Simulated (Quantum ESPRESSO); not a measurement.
**MnS: a ladder in the form of the Hubbard term**

Two starts of MnS are run at each rung of the form of the Hubbard term.

Calculated with Quantum ESPRESSO 7.5; PBE with U = 2.4 eV on Mn d (atomic projectors); plane waves with GBRV 1.5 PBE potentials, no spin-orbit coupling (settings of the first rung).

### 1. The starting structure

The structure is trigonal, space group R-3m (No. 166). The conventional cell has a = 3.660 Å, b = 3.660 Å, c = 8.913 Å, α = 90.00°, β = 90.00°, γ = 120.00°. Mn has 6 S at 2.58 Å nearest. Nearest to S lie 6 Mn at 2.58 Å. Farther neighbours, and contacts between anions beyond the nearest, are not listed.

The cell comes from a database of computed structures and need not be the stable phase.

### 2. Rung 1, start ferro ++

pw.in

```
&CONTROL
  calculation = 'scf'
  prefix = 'pwscf'
  outdir = './tmp'
  pseudo_dir = './pseudo'
  disk_io = 'nowf'
/
&SYSTEM
  ibrav = 0
  nat = 4
  ntyp = 2
  ecutwfc = 40
  ecutrho = 280
  nbnd = 34
  occupations = 'smearing'
  smearing = 'fd'
  degauss = 0.00367493
  nspin = 2
  starting_magnetization(1) = 0.3
  starting_magnetization(2) = 0
/
&ELECTRONS
  conv_thr = 8d-09
  electron_maxstep = 150
  mixing_beta = 0.3
/
ATOMIC_SPECIES
Mn     54.9380 mn_pbe_v1.5.uspp.F.UPF
S      32.0600 s_pbe_v1.4.uspp.F.UPF
CELL_PARAMETERS bohr
   3.4581912750    1.9965876637   11.2284513261
  -3.4581912750    1.9965876637   11.2284513261
   0.0000000000   -3.9931753272   11.2284513261
ATOMIC_POSITIONS crystal
Mn      0.0000000000    0.0000000000    0.0000000000
Mn      0.5000000000    0.5000000000    0.5000000000
S       0.7499995500    0.7499995500    0.7499995500
S       0.2500004500    0.2500004500    0.2500004500
K_POINTS automatic
8 8 8 0 0 0
HUBBARD {atomic}
U Mn-3d 2.4000
```

The run is started by

```bash
OMP_NUM_THREADS=1 mpirun -n 2 pw.x -nk 2 -in pw.in > pw.out
```

The log of the run:

```text
Program PWSCF v.7.5 starts

     Found identity + ( -0.5000 -0.5000  0.5000) symmetry
     This is a supercell, fractional translations are disabled
     Message from routine setup:
     using ibrav=0 with symmetry is DISCOURAGED, use correct ibrav instead

     K-points division:     npool     =       2
     Subspace diagonalization in iterative solution of the eigenvalue problem:

     bravais-lattice index     =            0
     lattice parameter (alat)  =      11.9174  a.u.
     unit-cell volume          =     465.1666 (a.u.)^3
     number of atoms/cell      =            4
     number of atomic types    =            2
     number of electrons       =        42.00
     number of Kohn-Sham states=           34
     kinetic-energy cutoff     =      40.0000  Ry
     charge density cutoff     =     280.0000  Ry
     scf convergence threshold =      8.0E-09
     mixing beta               =       0.3000
     number of iterations used =            8  plain     mixing
     Exchange-correlation=  SLA  PW   PBX  PBC
                           (   1   4   3   4   0   0   0)
     Hubbard projectors: atomic
     Hubbard parameters of DFT+U (Dudarev formulation) in eV:
     U(Mn-3d) =  2.4000

     Internal variables: lda_plus_u =T, lda_plus_u_kind = 0

     Internal variables: orbital_resolved =F, hub_pot_fix =F, apply_U = F

     celldm(1)=  11.917364  celldm(2)=   0.000000  celldm(3)=   0.000000
     celldm(4)=   0.000000  celldm(5)=   0.000000  celldm(6)=   0.000000

     crystal axes: (cart. coord. in units of alat)
               a(1) = (   0.290181   0.167536   0.942193 )
               a(2) = (  -0.290181   0.167536   0.942193 )
               a(3) = (   0.000000  -0.335072   0.942193 )

     reciprocal axes: (cart. coord. in units 2 pi/alat)
               b(1) = (  1.723063  0.994811  0.353785 )
               b(2) = ( -1.723063  0.994811  0.353785 )
               b(3) = (  0.000000 -1.989622  0.353785 )

     PseudoPot. # 1 for Mn read from file:
     mn_pbe_v1.5.uspp.F.UPF
     Pseudo is Ultrasoft + core correction, Zval = 15.0

     PseudoPot. # 2 for S  read from file:
     s_pbe_v1.4.uspp.F.UPF
     Pseudo is Ultrasoft + core correction, Zval =  6.0

     atomic species   valence    mass     pseudopotential
     Mn               15.00    54.93800     Mn( 1.00)
     S                 6.00    32.06000     S ( 1.00)

     Starting magnetic structure
     atomic species   magnetization
     Mn              0.300
     S               0.000

     12 Sym. Ops., with inversion, found

   Cartesian axes

     site n.     atom                  positions (alat units)
         1        Mn     tau(   1) = (   0.0000000   0.0000000   0.0000000  )
         2        Mn     tau(   2) = (   0.0000000   0.0000000   1.4132888  )
         3        S      tau(   3) = (  -0.0000000   0.0000000   2.1199319  )
         4        S      tau(   4) = (   0.0000000   0.0000000   0.7066457  )

     number of k points=    65  Fermi-Dirac smearing, width (Ry)=  0.0037
                       cart. coord. in units 2pi/alat
        k(    1) = (   0.0000000   0.0000000   0.0000000), wk =   0.0019531
        k(    2) = (   0.0000000  -0.2487027   0.0442231), wk =   0.0117188
        k(    3) = (   0.0000000  -0.4974055   0.0884462), wk =   0.0117188
        k(    4) = (   0.0000000  -0.7461082   0.1326693), wk =   0.0117188
        k(    5) = (   0.0000000   0.9948110  -0.1768924), wk =   0.0058594
        [... 60 further k-points ...]

     Dense  grid:    36767 G-vectors     FFT dimensions: (  64,  64,  64)

     Smooth grid:    15789 G-vectors     FFT dimensions: (  48,  48,  48)

     Check: negative core charge=   -0.000038
     Generating pointlists ...
     new r_m :   0.1690 (alat units)  2.0135 (a.u.) for type    1
     new r_m :   0.1690 (alat units)  2.0135 (a.u.) for type    2

     Initial potential from superposition of free atoms

     starting charge      40.9998, renormalised to      42.0000

     STARTING HUBBARD OCCUPATIONS:

     =================== HUBBARD OCCUPATIONS ===================
     ------------------------ ATOM    1 ------------------------
     Tr[ns(  1)] (up, down, total) =   5.00000  0.00000  5.00000
     Atomic magnetic moment for atom   1 =   5.00000
     [... lines left out ...]
     ------------------------ ATOM    2 ------------------------
     Tr[ns(  2)] (up, down, total) =   5.00000  0.00000  5.00000
     Atomic magnetic moment for atom   2 =   5.00000
     [... lines left out ...]
     Number of occupied Hubbard levels =   10.0000

     Atomic wfc used for Hubbard projectors are NOT orthogonalized

     Starting wfcs are   34 randomized atomic wfcs

     Self-consistent Calculation

     iteration #  1     ecut=    40.00 Ry     beta= 0.30
     Davidson diagonalization with overlap
     ethr =  1.00E-02,  avg # of iterations =  4.5

     =================== HUBBARD OCCUPATIONS ===================
     ------------------------ ATOM    1 ------------------------
     Tr[ns(  1)] (up, down, total) =   4.83892  0.34474  5.18366
     Atomic magnetic moment for atom   1 =   4.49418
     [... lines left out ...]
     ------------------------ ATOM    2 ------------------------
     Tr[ns(  2)] (up, down, total) =   4.83892  0.34474  5.18365
     Atomic magnetic moment for atom   2 =   4.49418
     [... lines left out ...]
     Number of occupied Hubbard levels =   10.3673

     total energy              =    -470.43753339 Ry
     estimated scf accuracy    <       1.04891459 Ry

     total magnetization       =     9.82 Bohr mag/cell
     absolute magnetization    =     9.82 Bohr mag/cell

     iteration #  2     ecut=    40.00 Ry     beta= 0.30
     Davidson diagonalization with overlap
     ethr =  2.50E-03,  avg # of iterations =  1.8

     total energy              =    -470.64038341 Ry
     estimated scf accuracy    <       0.03649477 Ry

     total magnetization       =     9.93 Bohr mag/cell
     absolute magnetization    =     9.93 Bohr mag/cell

     [... further iterations left out ...]

     iteration # 11     ecut=    40.00 Ry     beta= 0.30
     Davidson diagonalization with overlap
     ethr =  3.75E-10,  avg # of iterations =  2.3

     negative rho (up, down):  0.000E+00 4.332E-04

     total energy              =    -470.65758435 Ry
     estimated scf accuracy    <       0.00000001 Ry

     total magnetization       =     9.97 Bohr mag/cell
     absolute magnetization    =     9.97 Bohr mag/cell

     iteration # 12     ecut=    40.00 Ry     beta= 0.30
     Davidson diagonalization with overlap
     ethr =  3.05E-11,  avg # of iterations =  3.8

     negative rho (up, down):  0.000E+00 4.331E-04

     Magnetic moment per site  (integrated on atomic sphere of radius R)
     atom   1 (R=0.169)  charge= 13.1418  magn=  4.4298
     atom   2 (R=0.169)  charge= 13.1418  magn=  4.4298
     atom   3 (R=0.169)  charge=  4.6720  magn=  0.1524
     atom   4 (R=0.169)  charge=  4.6720  magn=  0.1524

     End of self-consistent calculation

     =================== HUBBARD OCCUPATIONS ===================
     ------------------------ ATOM    1 ------------------------
     Tr[ns(  1)] (up, down, total) =   4.97781  0.52498  5.50280
     Atomic magnetic moment for atom   1 =   4.45283
     [... lines left out ...]
     ------------------------ ATOM    2 ------------------------
     Tr[ns(  2)] (up, down, total) =   4.97782  0.52497  5.50279
     Atomic magnetic moment for atom   2 =   4.45284
     [... lines left out ...]
     Number of occupied Hubbard levels =   11.0056

     Number of k-points >= 100: set verbosity='high' to print the bands.

     the Fermi energy is    10.8763 ev

!    total energy              =    -470.65758437 Ry
     estimated scf accuracy    <          5.4E-10 Ry
     smearing contrib. (-TS)   =      -0.00026104 Ry
     internal energy E=F+TS    =    -470.65732333 Ry

     The total energy is F=E-TS. E is the sum of the following terms:
     one-electron contribution =    -261.43671534 Ry
     hartree contribution      =     146.61364214 Ry
     xc contribution           =     -70.57006028 Ry
     ewald contribution        =    -285.34691169 Ry
     Hubbard energy            =       0.08272183 Ry

     total magnetization       =     9.97 Bohr mag/cell
     absolute magnetization    =     9.97 Bohr mag/cell

     convergence has been achieved in  12 iterations

=------------------------------------------------------------------------------=
   JOB DONE.
=------------------------------------------------------------------------------=
```

It took 3.4 min on 2 MPI ranks of Arm Neoverse V1, shared host; peak memory 0.47 GiB; 6.7 min of CPU time.

Spin moment in the atom's sphere by atom:

```csv
atom,spin moment in the atom's sphere (μB)
Mn1,4.43
Mn2,4.43
S3,0.15
S4,0.15
```

Numbers from this step:

- magnetization: 9.966 μB
- final state: ferromagnetic

### 3. Rung 1, start antiferro +-

pw.in

```
&CONTROL
  calculation = 'scf'
  prefix = 'pwscf'
  outdir = './tmp'
  pseudo_dir = './pseudo'
  disk_io = 'nowf'
/
&SYSTEM
  ibrav = 0
  nat = 4
  ntyp = 3
  ecutwfc = 40
  ecutrho = 280
  nbnd = 30
  occupations = 'smearing'
  smearing = 'fd'
  degauss = 0.00367493
  nspin = 2
  starting_magnetization(1) = 0.3
  starting_magnetization(2) = -0.3
  starting_magnetization(3) = 0
/
&ELECTRONS
  conv_thr = 8d-09
  electron_maxstep = 150
  mixing_beta = 0.3
/
ATOMIC_SPECIES
Mn1    54.9380 mn_pbe_v1.5.uspp.F.UPF
Mn2    54.9380 mn_pbe_v1.5.uspp.F.UPF
S      32.0600 s_pbe_v1.4.uspp.F.UPF
CELL_PARAMETERS bohr
   3.4581912750    1.9965876637   11.2284513261
  -3.4581912750    1.9965876637   11.2284513261
   0.0000000000   -3.9931753272   11.2284513261
ATOMIC_POSITIONS crystal
Mn1     0.0000000000    0.0000000000    0.0000000000
Mn2     0.5000000000    0.5000000000    0.5000000000
S       0.7499995500    0.7499995500    0.7499995500
S       0.2500004500    0.2500004500    0.2500004500
K_POINTS automatic
8 8 8 0 0 0
HUBBARD {atomic}
U Mn1-3d 2.4000
U Mn2-3d 2.4000
```

The log of the run:

```text
     [... lines left out ...]
Program PWSCF v.7.5 starts
     [... lines left out ...]
     number of atoms/cell      =            4
     [... lines left out ...]
     number of electrons       =        42.00
     number of Kohn-Sham states=           30
     kinetic-energy cutoff     =      40.0000  Ry
     charge density cutoff     =     280.0000  Ry
     scf convergence threshold =      8.0E-09
     [... lines left out ...]
     12 Sym. Ops., with inversion, found
     [... lines left out ...]
     number of k points=    65  Fermi-Dirac smearing, width (Ry)=  0.0037
     [... lines left out ...]
     iteration # 14     ecut=    40.00 Ry     beta= 0.30
     [... lines left out ...]
     Magnetic moment per site  (integrated on atomic sphere of radius R)
     atom   1 (R=0.169)  charge= 13.1570  magn=  4.3043
     atom   2 (R=0.169)  charge= 13.1571  magn= -4.3043
     atom   3 (R=0.169)  charge=  4.6614  magn=  0.0000
     atom   4 (R=0.169)  charge=  4.6614  magn=  0.0000
     [... lines left out ...]
     Tr[ns(  1)] (up, down, total) =   4.96856  0.59780  5.56636
     [... lines left out ...]
     Tr[ns(  2)] (up, down, total) =   0.59779  4.96856  5.56635
     [... lines left out ...]
     the Fermi energy is    10.9131 ev
!    total energy              =    -470.67490707 Ry
     estimated scf accuracy    <          1.5E-09 Ry
     smearing contrib. (-TS)   =      -0.00000000 Ry
     [... lines left out ...]
     total magnetization       =    -0.00 Bohr mag/cell
     absolute magnetization    =     9.24 Bohr mag/cell
     convergence has been achieved in  14 iterations
```

It took 3.4 min on 2 MPI ranks; peak memory 0.46 GiB; 6.8 min of CPU time.

Spin moment in the atom's sphere by atom:

```csv
atom,spin moment in the atom's sphere (μB)
Mn1,4.30
Mn2,-4.30
S3,0.00
S4,0.00
```

Read from the output:

```
magnetization : 0 μB
final state   : antiferromagnetic
```

### 4. Rung 2, start ferro ++

pw.in

```
&CONTROL
  calculation = 'scf'
  prefix = 'pwscf'
  outdir = './tmp'
  pseudo_dir = './pseudo'
  disk_io = 'nowf'
/
&SYSTEM
  ibrav = 0
  nat = 4
  ntyp = 2
  ecutwfc = 40
  ecutrho = 280
  nbnd = 34
  occupations = 'smearing'
  smearing = 'fd'
  degauss = 0.00367493
  nspin = 2
  starting_magnetization(1) = 0.3
  starting_magnetization(2) = 0
/
&ELECTRONS
  conv_thr = 8d-09
  electron_maxstep = 150
  mixing_beta = 0.3
/
ATOMIC_SPECIES
Mn     54.9380 mn_pbe_v1.5.uspp.F.UPF
S      32.0600 s_pbe_v1.4.uspp.F.UPF
CELL_PARAMETERS bohr
   3.4581912750    1.9965876637   11.2284513261
  -3.4581912750    1.9965876637   11.2284513261
   0.0000000000   -3.9931753272   11.2284513261
ATOMIC_POSITIONS crystal
Mn      0.0000000000    0.0000000000    0.0000000000
Mn      0.5000000000    0.5000000000    0.5000000000
S       0.7499995500    0.7499995500    0.7499995500
S       0.2500004500    0.2500004500    0.2500004500
K_POINTS automatic
8 8 8 0 0 0
HUBBARD {norm-atomic}
U Mn-3d 2.4000
```

The log of the run:

```text
     [... lines left out ...]
Program PWSCF v.7.5 starts
     [... lines left out ...]
     number of atoms/cell      =            4
     [... lines left out ...]
     number of electrons       =        42.00
     number of Kohn-Sham states=           34
     kinetic-energy cutoff     =      40.0000  Ry
     charge density cutoff     =     280.0000  Ry
     scf convergence threshold =      8.0E-09
     [... lines left out ...]
     12 Sym. Ops., with inversion, found
     [... lines left out ...]
     number of k points=    65  Fermi-Dirac smearing, width (Ry)=  0.0037
     [... lines left out ...]
     iteration # 11     ecut=    40.00 Ry     beta= 0.30
     [... lines left out ...]
     Magnetic moment per site  (integrated on atomic sphere of radius R)
     atom   1 (R=0.169)  charge= 13.1418  magn=  4.4295
     atom   2 (R=0.169)  charge= 13.1418  magn=  4.4295
     atom   3 (R=0.169)  charge=  4.6719  magn=  0.1525
     atom   4 (R=0.169)  charge=  4.6719  magn=  0.1525
     [... lines left out ...]
     Tr[ns(  1)] (up, down, total) =   4.97269  0.52336  5.49605
     [... lines left out ...]
     Tr[ns(  2)] (up, down, total) =   4.97269  0.52335  5.49604
     [... lines left out ...]
     the Fermi energy is    10.8753 ev
!    total energy              =    -470.65697987 Ry
     estimated scf accuracy    <          4.0E-09 Ry
     smearing contrib. (-TS)   =      -0.00026470 Ry
     [... lines left out ...]
     total magnetization       =     9.97 Bohr mag/cell
     absolute magnetization    =     9.97 Bohr mag/cell
     convergence has been achieved in  11 iterations
```

It took 3.1 min on 2 MPI ranks; peak memory 0.47 GiB; 6.3 min of CPU time.

This step gave:

- magnetization: 9.965 μB
- final state: ferromagnetic
- largest moment: 4.429 μB

### 5. Rung 2, start antiferro +-

pw.in

```
&CONTROL
  calculation = 'scf'
  prefix = 'pwscf'
  outdir = './tmp'
  pseudo_dir = './pseudo'
  disk_io = 'nowf'
/
&SYSTEM
  ibrav = 0
  nat = 4
  ntyp = 3
  ecutwfc = 40
  ecutrho = 280
  nbnd = 30
  occupations = 'smearing'
  smearing = 'fd'
  degauss = 0.00367493
  nspin = 2
  starting_magnetization(1) = 0.3
  starting_magnetization(2) = -0.3
  starting_magnetization(3) = 0
/
&ELECTRONS
  conv_thr = 8d-09
  electron_maxstep = 150
  mixing_beta = 0.3
/
ATOMIC_SPECIES
Mn1    54.9380 mn_pbe_v1.5.uspp.F.UPF
Mn2    54.9380 mn_pbe_v1.5.uspp.F.UPF
S      32.0600 s_pbe_v1.4.uspp.F.UPF
CELL_PARAMETERS bohr
   3.4581912750    1.9965876637   11.2284513261
  -3.4581912750    1.9965876637   11.2284513261
   0.0000000000   -3.9931753272   11.2284513261
ATOMIC_POSITIONS crystal
Mn1     0.0000000000    0.0000000000    0.0000000000
Mn2     0.5000000000    0.5000000000    0.5000000000
S       0.7499995500    0.7499995500    0.7499995500
S       0.2500004500    0.2500004500    0.2500004500
K_POINTS automatic
8 8 8 0 0 0
HUBBARD {norm-atomic}
U Mn1-3d 2.4000
U Mn2-3d 2.4000
```

The log of the run:

```text
     [... lines left out ...]
Program PWSCF v.7.5 starts
     [... lines left out ...]
     number of atoms/cell      =            4
     [... lines left out ...]
     number of electrons       =        42.00
     number of Kohn-Sham states=           30
     kinetic-energy cutoff     =      40.0000  Ry
     charge density cutoff     =     280.0000  Ry
     scf convergence threshold =      8.0E-09
     [... lines left out ...]
     12 Sym. Ops., with inversion, found
     [... lines left out ...]
     number of k points=    65  Fermi-Dirac smearing, width (Ry)=  0.0037
     [... lines left out ...]
     iteration # 14     ecut=    40.00 Ry     beta= 0.30
     [... lines left out ...]
     Magnetic moment per site  (integrated on atomic sphere of radius R)
     atom   1 (R=0.169)  charge= 13.1570  magn=  4.3042
     atom   2 (R=0.169)  charge= 13.1570  magn= -4.3042
     atom   3 (R=0.169)  charge=  4.6613  magn=  0.0000
     atom   4 (R=0.169)  charge=  4.6613  magn=  0.0000
     [... lines left out ...]
     Tr[ns(  1)] (up, down, total) =   4.96347  0.59616  5.55963
     [... lines left out ...]
     Tr[ns(  2)] (up, down, total) =   0.59616  4.96347  5.55962
     [... lines left out ...]
     the Fermi energy is    10.9029 ev
!    total energy              =    -470.67427389 Ry
     estimated scf accuracy    <          8.7E-10 Ry
     smearing contrib. (-TS)   =      -0.00000000 Ry
     [... lines left out ...]
     total magnetization       =    -0.00 Bohr mag/cell
     absolute magnetization    =     9.24 Bohr mag/cell
     convergence has been achieved in  14 iterations
```

It took 3.4 min on 2 MPI ranks; peak memory 0.46 GiB.

Read from the output:

* magnetization: 0 μB
* final state: antiferromagnetic
* largest moment: 4.304 μB

(Continued in part 2 of 2.)

[Long decimals in the printed logs are rounded to 6 places.]

[Logs and program files are shortened in this print: banners, set-up blocks, solver, clock and traceback lines can be left out without a mark of their own.]

[Logs are printed without paths, hosts, clocks, repeated set-up lines and the standing remarks that a program may print on its own settings, such as how far it seeks lower states.]

[Hosts, paths, dates, database ids (printed as entryN), source tags and the programs' standing remarks are cut or masked in the printed files.]

[Where the starting crystal was built by hand or by swapping elements, it need not be the compound's stable phase.]

[Where a cell is said to come from a database of computed structures, the database is the Materials Project.]

[Lattice constants that a cell's source calls measured were typed from memory.]
